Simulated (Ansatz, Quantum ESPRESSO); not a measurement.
## W (Tungsten): electron-phonon coupling

How strong is the electron-phonon coupling in W (Tungsten)?

Main program and level: Quantum ESPRESSO 7.5; DFT PBE, scalar-relativistic, plane waves, PseudoDojo norm-conserving pseudopotentials.

Report form: the programs' logs are mostly left out.

### 1. The structure

Symmetry: Im-3m, No. 229, cubic system. Conventional cell: a = 3.165 Å, b = 3.165 Å, c = 3.165 Å, α = 90.00°, β = 90.00°, γ = 90.00°. Nearest to W lie 8 W at 2.74 Å.

### 2. A first look

A cheap run with smearing and empty bands tells whether the crystal has a gap, which decides between fixed occupations and smearing later on.

Input file probe.in:

```
&CONTROL
  calculation = 'scf'
  prefix      = 'x'
  outdir      = './tmp'
  pseudo_dir  = './pseudo'
  tprnfor     = .true.
  tstress     = .true.
  verbosity   = 'high'
/
&SYSTEM
  ibrav       = 0
  nat         = 1
  ntyp        = 1
  ecutwfc     = 62.0
  occupations = 'smearing'
  smearing    = 'gaussian'
  degauss     = 0.01
/
&ELECTRONS
  conv_thr         = 1.0d-07
  mixing_beta      = 0.7
  electron_maxstep = 100
/
ATOMIC_SPECIES
 W     183.8400  W.upf
CELL_PARAMETERS angstrom
    -1.582345000    1.582345000    1.582345000
     1.582345000   -1.582345000    1.582345000
     1.582345000    1.582345000   -1.582345000
ATOMIC_POSITIONS crystal
 W      0.000000000   0.000000000   0.000000000
K_POINTS automatic
 8 8 8 0 0 0
```

Started as:

```console
OMP_NUM_THREADS=1 mpirun -n 8 pw.x -nk 8 -in probe.in > probe.out
```

Run time: 2 s. Hardware: 8 MPI ranks of Intel Xeon at 2.70GHz, shared host.

Numbers from this step:

```
volume per atom   : 15.85 Å³
pressure          : 6.066 GPa
gap on the k-mesh : 0 eV
```

No gap opens on this mesh, so smearing is kept; the start stands at 6.1 GPa.

### 3. Relaxation

The harmonic expansion starts where the forces on the atoms vanish, and stress shifts the frequencies, so cell and atoms are relaxed with tight thresholds.

Input file relax.in:

```
&CONTROL
  calculation   = 'vc-relax'
  prefix        = 'x'
  outdir        = './tmp'
  pseudo_dir    = './pseudo'
  tprnfor       = .true.
  tstress       = .true.
  forc_conv_thr = 2.0d-05
  etot_conv_thr = 1.0d-07
  nstep         = 40
/
&SYSTEM
  ibrav       = 0
  nat         = 1
  ntyp        = 1
  ecutwfc     = 62.0
  occupations = 'smearing'
  smearing    = 'mv'
  degauss     = 0.02
/
&ELECTRONS
  conv_thr         = 1.0d-11
  mixing_beta      = 0.7
  electron_maxstep = 100
/
&IONS
/
&CELL
  press_conv_thr = 0.2
/
ATOMIC_SPECIES
 W     183.8400  W.upf
CELL_PARAMETERS angstrom
    -1.582345000    1.582345000    1.582345000
     1.582345000   -1.582345000    1.582345000
     1.582345000    1.582345000   -1.582345000
ATOMIC_POSITIONS crystal
 W      0.000000000   0.000000000   0.000000000
K_POINTS automatic
 16 16 16 0 0 0
```

Started as:

```console
OMP_NUM_THREADS=1 mpirun -n 8 pw.x -nk 8 -in relax.in > relax.out
```

The job ended after 19 s (8 MPI ranks).

The steps of the relaxation:

```tsv
step	energy less that of the first step (eV)	largest force (eV/Å)	pressure (GPa)	volume (Å³)
1	0.0000	0.0000	5.34	15.85
2	-0.0027	0.0000	-3.13	16.28
3	-0.0044	0.0000	-0.08	16.12
4	-0.0044	0.0000	0.00	16.11
5	-0.0049	0.0000	0.06	16.11
```

```tsv
conventional cell, symmetrised	before	after	change
a (Å)	3.165	3.182	+0.6 %
b (Å)	3.165	3.182	+0.6 %
c (Å)	3.165	3.182	+0.6 %
volume (Å³/atom)	15.85	16.11	+1.7 %
```

Final coordinates:

```
W
1.0
    -1.59119    1.59119    1.59119
     1.59119   -1.59119    1.59119
     1.59119    1.59119   -1.59119
W
1
Direct
  0.00000 0.00000 0.00000
```

The last row of the table of steps is pw.x's closing run on a basis chosen anew for the final cell, so its energy can jump.

Numbers from this step:

* volume per atom: 16.11 Å³
* pressure: 0.061 GPa

The volume changes by +1.7 % from the cell with which this run began.

### 4. Self-consistent run for the response

Perturbation theory inherits every error of the wavefunctions, so the threshold is set near the limit of the arithmetic. Smearing stays on, as the first look found no gap above 0.3 eV.

Input file scf.in:

```
&CONTROL
  calculation = 'scf'
  prefix      = 'x'
  outdir      = './tmp'
  pseudo_dir  = './pseudo'
  tprnfor     = .true.
  tstress     = .true.
/
&SYSTEM
  ibrav       = 0
  nat         = 1
  ntyp        = 1
  ecutwfc     = 62.0
  occupations = 'smearing'
  smearing    = 'mv'
  degauss     = 0.02
/
&ELECTRONS
  conv_thr         = 1.0d-12
  mixing_beta      = 0.7
  electron_maxstep = 100
/
ATOMIC_SPECIES
 W     183.8400  W.upf
CELL_PARAMETERS angstrom
    -1.591191145    1.591191145    1.591191145
     1.591191145   -1.591191145    1.591191145
     1.591191145    1.591191145   -1.591191145
ATOMIC_POSITIONS crystal
 W      0.000000000   0.000000000   0.000000000
K_POINTS automatic
 16 16 16 0 0 0
```

Started as:

```console
OMP_NUM_THREADS=1 mpirun -n 8 pw.x -nk 8 -in scf.in > scf.out
```

It took 7.1 s on 8 MPI ranks; 54 s of CPU time.

The cell stands at 0.061 GPa, close enough for phonons.

### 5. Levels on a dense mesh

The coupling is a sum over pairs of states at the Fermi level and needs a much denser mesh than the density does.

scf_fit.in, as its differences from scf.in of step 4:

```diff
@@ -16,5 +16,6 @@
   degauss     = 0.02
+  la2F        = .true.
 /
 &ELECTRONS
-  conv_thr         = 1.0d-12
+  conv_thr         = 1.0d-10
   mixing_beta      = 0.7
@@ -31,2 +32,2 @@
 K_POINTS automatic
- 16 16 16 0 0 0
+ 32 32 32 0 0 0
```

Started as:

```console
OMP_NUM_THREADS=1 mpirun -n 8 pw.x -nk 8 -in scf_fit.in > scf_fit.out
```

Run time: 36 s. Hardware: 8 MPI ranks; 4.5 min of CPU time.

Read from the output:

```
pressure : 0.2800 GPa
```

### 6. Ground state

The run on the dense mesh left its levels for the electron-phonon sums; ph.x needs the ground state on the coarse mesh, so pw.x runs once more in the same folder.

scf.in is that of step 4.

Started as:

```console
OMP_NUM_THREADS=1 mpirun -n 8 pw.x -nk 8 -in scf.in > scf.out
```

The job ended after 8.6 s (8 MPI ranks).

This step gave:

* pressure: 0.061 GPa

### 7. Phonons on a q mesh

Linear response treats each wavevector in the unit cell, with no supercell; the 4×4×4 mesh fixes the range of the force constants to be had. The change of the potential is kept for the electron-phonon matrix elements.

Input file ph.in:

```
phonons
&INPUTPH
  prefix          = 'x'
  outdir          = './tmp'
  fildyn          = 'x.dyn'
  tr2_ph          = 1.0d-18
  alpha_mix(1)    = 0.4
  nmix_ph         = 8
  ldisp           = .true.
  nq1             = 4
  nq2             = 4
  nq3             = 4
  electron_phonon = 'interpolated'
  fildvscf        = 'dvscf'
  el_ph_sigma     = 0.005
  el_ph_nsigma    = 10
/
```

Started as:

```console
OMP_NUM_THREADS=1 mpirun -n 8 ph.x -nk 8 -in ph.in > ph.out
```

Wall time 28 min (8 MPI ranks).

Numbers from this step:

| Quantity | Value |
| --- | --- |
| largest acoustic frequency at the zone centre before the sum rule | -0.32 cm⁻¹ |
| lowest mode on the q mesh (acoustic ones at the zone centre apart) | 98.46 cm⁻¹ |

Frequencies (cm⁻¹) at each irreducible wavevector; negative means imaginary. Frequencies by wavevector:

```tsv
q (fractions)	star	mode 1	mode 2	mode 3
0 0 0	1	-0.32	-0.32	-0.32
0 0 0.25	12	98.46	98.77	160.4
0 0 -0.5	6	129.4	146.1	218.7
0 0.25 0.25	24	147	164.8	194.8
0.25 0.25 0.25	2	176.9	176.9	176.9
0.25 0.25 -0.25	6	131.5	131.5	195.5
0.25 -0.5 -0.5	12	152.3	178.7	201.6
-0.5 -0.5 -0.5	1	177.3	177.3	177.3
```

Couplings of single modes at a Gaussian broadening of 0.02 Ry, as ph.x prints them; it sets λ to zero for modes under 20 cm⁻¹. Mode couplings:

```tsv
q (fractions)	mode	frequency (cm⁻¹)	λ	linewidth γ (GHz)
0 0 0.25	1	98.46	0.1004	2.72
0 0 0.25	2	98.77	0.0509	1.39
0 0 0.25	3	160.4	0.0804	5.79
0 0 -0.5	1	129.4	0.6654	31.16
0 0 -0.5	2	146.1	0.0459	2.74
0 0 -0.5	3	218.7	0.0891	11.92
0 0.25 0.25	1	147	0.0888	5.37
0 0.25 0.25	2	164.8	0.0523	3.98
0 0.25 0.25	3	194.8	0.0524	5.56
0.25 0.25 0.25	1	176.9	0.0591	5.18
0.25 0.25 0.25	2	176.9	0.0597	5.22
0.25 0.25 0.25	3	176.9	0.0601	5.26
0.25 0.25 -0.25	1	131.5	0.144	6.97
0.25 0.25 -0.25	2	131.5	0.1437	6.95
0.25 0.25 -0.25	3	195.5	0.1212	12.96
0.25 -0.5 -0.5	1	152.3	0.3082	20.01
0.25 -0.5 -0.5	2	178.7	0.0927	8.28
0.25 -0.5 -0.5	3	201.6	0.0326	3.7
-0.5 -0.5 -0.5	1	177.3	0.1721	15.13
-0.5 -0.5 -0.5	2	177.3	0.1565	13.76
-0.5 -0.5 -0.5	3	177.3	0.175	15.39
```

The acoustic modes at Γ come out as far as 0.3 cm⁻¹ from zero, where they should vanish, a small numerical error.

### 8. Fourier transform to real space

The dynamical matrices of the mesh are Fourier-transformed to force constants in real space.

Input file q2r.in:

```
&INPUT
  fildyn = 'x.dyn'
  zasr   = 'crystal'
  flfrc  = 'x.fc'
  la2F   = .true.
/
```

Started as:

```console
q2r.x < q2r.in > q2r.out
```

Wall time 0.77 s (1 thread).

### 9. Dispersion

From the force constants any wavevector is cheap; points of the mesh come back as solved, but for the sum rule and, in polar crystals, the LO-TO term at Γ; the rest is interpolation.

Input file matdyn.in:

```
&INPUT
  asr              = 'crystal'
  flfrc            = 'x.fc'
  flfrq            = 'x.freq'
  flvec            = 'x.modes'
  q_in_band_form   = .true.
  q_in_cryst_coord = .true.
/
8
  0.0000000   0.0000000   0.0000000  12  ! GAMMA
  0.5000000  -0.5000000   0.5000000  12  ! H
 -0.0000000  -0.0000000   0.5000000  12  ! N
  0.0000000   0.0000000   0.0000000  12  ! GAMMA
  0.2500000   0.2500000   0.2500000  12  ! P
  0.5000000  -0.5000000   0.5000000   1  ! H
  0.2500000   0.2500000   0.2500000  12  ! P
 -0.0000000  -0.0000000   0.5000000   1  ! N
```

Started as:

```console
matdyn.x -in matdyn.in > matdyn.out
```

The job ended after 0.78 s (1 thread).

Numbers from this step:

- lowest frequency on the path: 0 cm⁻¹
- mean frequency: 157.7 cm⁻¹
- Debye temperature (second moment): 300 K
- logarithmic mean frequency: 152.9 cm⁻¹

Matdyn.x, sum rule crystal. Phonon branches along the path, in cm⁻¹:

```tsv
point	branch 1	branch 2	branch 3
Γ	0	0	0
halfway	132	132	196
H	177	177	177
halfway	152	179	202
N	129	146	219
halfway	98	99	160
Γ	0	0	0
halfway	128	128	167
P	177	177	177
halfway	164	188	188
H	177	177	177
jump to P	177	177	177
halfway	160	160	200
N	129	146	219
```

Lowest modes at the softest wavevector of the mesh; phase exp(i q.(R + tau)). Modes at q = (0.000, 0.250, 0.000):

```tsv
mode	frequency (cm⁻¹)
1	98.5
2	98.8
3	160.4
```

Displacements in mode 1 (98.5 cm⁻¹), the largest set to 1, in the home cell:
```
W1  -1.00  0.00  1.00
```

Displacements in mode 2 (98.8 cm⁻¹), the largest set to 1, in the home cell:
```
W1  0.00 1.00 0.00
```

Force constants by pair (phonopy on the run's constants); pairs near half the supercell's span include their periodic images. Pair force constants, by row:

```tsv
atom	neighbour	distance (Å)	third of the trace (eV/Å²)	along the pair's line (eV/Å²)
W1	itself	0	17.63	–
W1	W	2.756	-1.401	-3.32
W1	W	3.182	-0.8785	-2.99
W1	W	4.501	-0.1246	-0.2573
W1	W	5.277	0.0243	0.1269
W1	W	5.512	-0.0517	-0.4952
W1	W	6.365	-0.0826	-0.4157
W1	W	7.116	0.0358	0.0505
```

Harmonic mean-square displacement, third of the trace. Mean-square displacements:

```tsv
T (K)	W1 U_eq (Å²)
0	6.30e-4
100	8.90e-4
300	0.00214
600	0.00418
```

Mode patterns, pair constants, displacements and means over the zone were worked out by phonopy from the force constants of q2r.x.

All branches are real along the path.

### 10. Sums over the zone

Sums over the zone need many more wavevectors than were solved, so the interpolation is sampled on a dense mesh.

Input file matdyn.in:

```
&INPUT
  asr    = 'crystal'
  flfrc  = 'x.fc'
  dos    = .true.
  fldos  = 'x.dos'
  nk1    = 20
  nk2    = 20
  nk3    = 20
  deltaE = 0.3
  la2F   = .true.
/
```

Started as:

```console
matdyn.x -in matdyn.in > matdyn.out
```

The job ended after 48 s (1 thread).

Numbers from this step:

- share of modes beyond 3i cm⁻¹ on the dense interpolated mesh: 0
- electron-phonon coupling constant: 0.3133
- logarithmic mean frequency weighted by the coupling: 220.1 K
- zero-point energy per atom: 29.32 meV
- heat capacity at 300 K: 23.74 J/(mol atoms K)
- vibrational entropy at 300 K: 33.28 J/(mol atoms K)

Tetrahedra. Phonon density of states against wavenumber; read off at these points:

wavenumber (cm⁻¹), phonon density of states (1/cm⁻¹/cell) and a bar:
```
      0.0     0.0000 
      5.0     0.0000 
     10.0     0.0000 
     15.0     0.0001 
     20.0     0.0001 
     25.0     0.0003 
     30.0     0.0004 
     35.0     0.0005 
     40.0     0.0008 #
     45.0     0.0010 #
     50.0     0.0012 #
     55.0     0.0015 #
     60.0     0.0018 #
     65.0     0.0022 ##
     70.0     0.0026 ##
     75.0     0.0031 ##
     80.0     0.0036 ###
     85.0     0.0042 ###
     90.0     0.0049 ###
     95.0     0.0057 ####
    100.0     0.0066 #####
    105.0     0.0078 ######
    110.0     0.0092 #######
    115.0     0.0109 ########
    120.0     0.0134 ##########
    125.0     0.0165 ############
    130.0     0.0236 #################
    135.0     0.0272 ###################
    140.0     0.0300 #####################
    145.0     0.0341 ########################
    150.0     0.0387 ############################
    155.0     0.0402 #############################
    158.4     0.0419 ##############################
    160.0     0.0394 ############################
    165.0     0.0328 ########################
    170.0     0.0298 #####################
    175.0     0.0274 ####################
    180.0     0.0190 ##############
    185.0     0.0142 ##########
    190.0     0.0215 ###############
    195.0     0.0278 ####################
    200.0     0.0334 ########################
    205.0     0.0384 ###########################
    210.0     0.0150 ###########
    215.0     0.0075 #####
```

Harmonic thermodynamic functions per atom, summed over the density of states scaled to three modes an atom; melting is ignored. Thermodynamic functions:

```tsv
T (K)	F_vib (meV/atom)	S (J/mol-atom/K)	C_V (J/mol-atom/K)
0	29.32	0	0
50	29.05	2.192	6.289
100	25.93	10.13	16.48
200	7.81	23.91	22.34
300	-22.11	33.28	23.74
400	-60.35	40.2	24.26
500	-104.9	45.64	24.5
600	-154.6	50.12	24.64
700	-208.6	53.92	24.72
800	-266.2	57.23	24.77
900	-327.1	60.15	24.81
1000	-390.8	62.76	24.83
```

λ by broadening:

```tsv
broadening (Ry)	lambda	N(E_F) (states/spin/Ry/cell)	ω_log (K)
0.005	0.3913	4.056	208.6
0.01	0.3356	3.542	218.1
0.015	0.3231	3.339	220.1
0.02	0.3133	3.26	220.1
0.025	0.3085	3.236	219.9
0.03	0.3075	3.241	219.8
0.035	0.309	3.259	219.9
0.04	0.3119	3.288	219.9
0.045	0.3161	3.326	219.9
0.05	0.3213	3.377	219.8
```

Gaussian broadening 0.02 Ry. The alpha^2 F by phonon energy; read off at these points:

phonon energy (meV), alpha^2 F and a bar from the least value:
```
     2.50      0.000 
     3.00      0.000 
     3.50      0.000 
     4.00      0.000 
     4.50     -0.001 
     5.00     -0.001 
     5.50     -0.001 
     6.00     -0.001 
     6.50     -0.001 
     7.00     -0.001 
     7.50     -0.001 
     8.00     -0.001 
     8.50     -0.001 
     9.00     -0.001 
     9.50     -0.001 
    10.00      0.000 
    10.50      0.001 
    11.00      0.003 
    11.50      0.005 
    12.00      0.008 #
    12.50      0.013 #
    13.00      0.020 #
    13.50      0.030 ##
    14.00      0.044 ###
    14.50      0.065 #####
    15.00      0.099 #######
    15.50      0.150 ##########
    16.00      0.292 ####################
    16.27      0.432 ##############################
    16.50      0.412 #############################
    16.57      0.432 ##############################
    17.00      0.406 ############################
    17.50      0.401 ############################
    18.00      0.394 ###########################
    18.50      0.391 ###########################
    19.00      0.374 ##########################
    19.50      0.360 #########################
    20.00      0.308 #####################
    20.50      0.279 ###################
    21.00      0.252 #################
    21.50      0.220 ###############
    22.00      0.219 ###############
    22.50      0.093 #######
    23.00      0.105 #######
    23.50      0.135 #########
    24.00      0.154 ###########
    24.50      0.170 ############
    25.00      0.180 #############
    25.50      0.201 ##############
    26.00      0.095 #######
    26.50      0.070 #####
    27.00      0.014 #
```

At 300 K the heat capacity has reached 95 % of the Dulong-Petit value.

### 11. The same in Ansatz

A second program on the same cell, potentials, cutoff and meshes tests the implementation of the phonon response, not its convergence. Its couplings are summed in its own way. Its k mesh is centred on Γ.

This step: DFT PBE, scalar-relativistic, plane waves, PseudoDojo norm-conserving pseudopotentials (Ansatz 0.2.0).

Input file input.yaml:

```yaml
crystal:
  lattice:
    - [-1.591191145, 1.591191145, 1.591191145]
    - [1.591191145, -1.591191145, 1.591191145]
    - [1.591191145, 1.591191145, -1.591191145]
  atoms:
    - { symbol: W, position: [0.0, 0.0, 0.0] }
kpoints:
  mp_grid: { grid: [16, 16, 16] }
hamiltonian:
  xc: pbe
  pseudopotentials: { kind: nc, accuracy: standard }
scf:
  occupations: { method: cold, width: 0.27211 }
output:
  eigenvalues: true
basis:
  ecutwfc: 843.553
phonons:
  method: dfpt
  qmesh: [4, 4, 4]
  temperatures: { t_max: 1000, t_step: 50 }
  qpath:
    path:
      - [[0.0, 0.0, 0.0], [0.5, -0.5, 0.5], [0.0, 0.0, 0.5], [0.0, 0.0, 0.0], [0.25, 0.25, 0.25], [0.5, -0.5, 0.5]]
      - [[0.25, 0.25, 0.25], [0.0, 0.0, 0.5]]
    npoints: 12
  electrical_resistivity: { temperatures: [77, 300], mesh: [32, 32, 32] }
```

Started as:

```console
ansatz run input.yaml --threads 8 --pin off --max-ram 16384MiB --backend cpu --events-out ev --progress --plain --runs-dir out
```

The job ended after 2.8 min (8 threads; peak memory 4.2 GiB).

Read from the output:

```
sum-rule residual before enforcement                : 6.20e-4 eV/Å²
electron-phonon coupling constant                   : 0.2879
logarithmic mean frequency weighted by the coupling : 217.4 K
vibrational entropy at 300 K                        : 33.30 J/(mol atoms K)
```

The alpha^2 F by phonon energy; read off at these points:

```tsv
phonon energy (meV)	alpha^2 F
1.00	0
1.50	1.0e-4
2.00	4.0e-4
2.50	6.0e-4
3.00	9.0e-4
3.50	0.0012
4.00	0.00154
4.50	0.00192
5.00	0.00239
5.50	0.00287
6.00	0.00334
6.50	0.00381
7.00	0.00429
7.50	0.00476
8.00	0.00534
8.50	0.00602
9.00	0.00678
9.50	0.00778
10.00	0.0089
10.50	0.0102
11.00	0.0119
11.50	0.0142
12.00	0.0173
12.50	0.0215
13.00	0.0263
13.50	0.0326
14.00	0.0407
14.50	0.0517
15.00	0.0649
15.50	0.0801
16.00	0.136
16.50	0.194
17.00	0.267
17.50	0.286
18.00	0.312
18.50	0.338
19.00	0.330
19.50	0.324
19.77	0.364
20.00	0.356
20.50	0.316
21.00	0.234
21.50	0.198
22.00	0.223
22.50	0.123
23.00	0.122
23.50	0.151
24.00	0.244
24.50	0.233
25.00	0.252
25.50	0.373
26.00	0.0813
26.50	0.0400
```

### 12. The two compared: QE PseudoDojo and Ansatz, PseudoDojo

Worked out from the results:

```
root-mean-square difference             : 0.01 cm⁻¹
largest difference                      : 0.01 cm⁻¹
root-mean-square difference on the path : 0 cm⁻¹
largest difference on the path          : 0.1 cm⁻¹
```

The two runs side by side. Further quantities:

```tsv
quantity	QE PseudoDojo	Ansatz, PseudoDojo
λ	0.313	0.288
ω_log (K)	220.1	217.4
```

The interpolated bands of the two lie on top of each other.

At the solved wavevectors the largest difference (acoustic modes at Γ apart) is 0.005 % of the highest mode; λ differs by 8.7 %.

### 13. Summary of results

```json
{
 "space group after relaxation": "Im-3m",
 "volume per atom": "16.1 Å³",
 "q mesh": "4×4×4",
 "lowest mode on the q mesh (acoustic ones at the zone centre apart)": "98.5 cm⁻¹",
 "zero-point energy per atom": "29.3 meV",
 "heat capacity at 300 K": "23.7 J/(mol atoms K)",
 "vibrational entropy at 300 K": "33.3 J/(mol atoms K)",
 "coupling constant for broadenings of 0.01 to 0.04 Ry": "0.31 to 0.34",
 "logarithmic mean frequency over the same range": "218 to 220 K",
 "imaginary modes on the q mesh": "none",
 "largest difference from Ansatz, PseudoDojo": "0.01 cm⁻¹"
}
```

What this shows: λ is about 0.32 and holds within 15 % over the middle broadenings, a weak coupling. λ is 0.31 by Gaussian broadening on the dense mesh and 0.29 by Ansatz's sums without a broadening; neither is converged in the meshes. W (Tungsten) is dynamically stable on the 4×4×4 mesh; its spectrum reaches 219 cm⁻¹. QE PseudoDojo and Ansatz, PseudoDojo agree to 0.01 cm⁻¹ (0.005 % of the highest mode compared) on all solved modes but the acoustic ones at Γ. These are harmonic frequencies at zero temperature: anharmonic shifts and linewidths and thermal expansion are left out. Spin-orbit coupling is left out, which can matter for the heavy elements here. In a metal the frequencies hang on the k mesh and the smearing, most of all near Kohn anomalies. The relaxation ran at 62 Ry, under the 74 Ry recommended for these files; the stress of so short a basis can leave the cell about one per cent too small. Ansatz warns that the cutoff lies 16 % under the one recommended for these files; agreement at one cutoff is not convergence.

[Host names and launcher messages were left out of these logs when they were recorded.]

[Logs are printed without paths, hosts, clocks, repeated set-up lines and the standing remarks that a program may print on its own settings, such as how far it seeks lower states.]

[Hosts, paths, dates, database ids (printed as entryN), source tags and the programs' standing remarks are cut or masked in the printed files.]
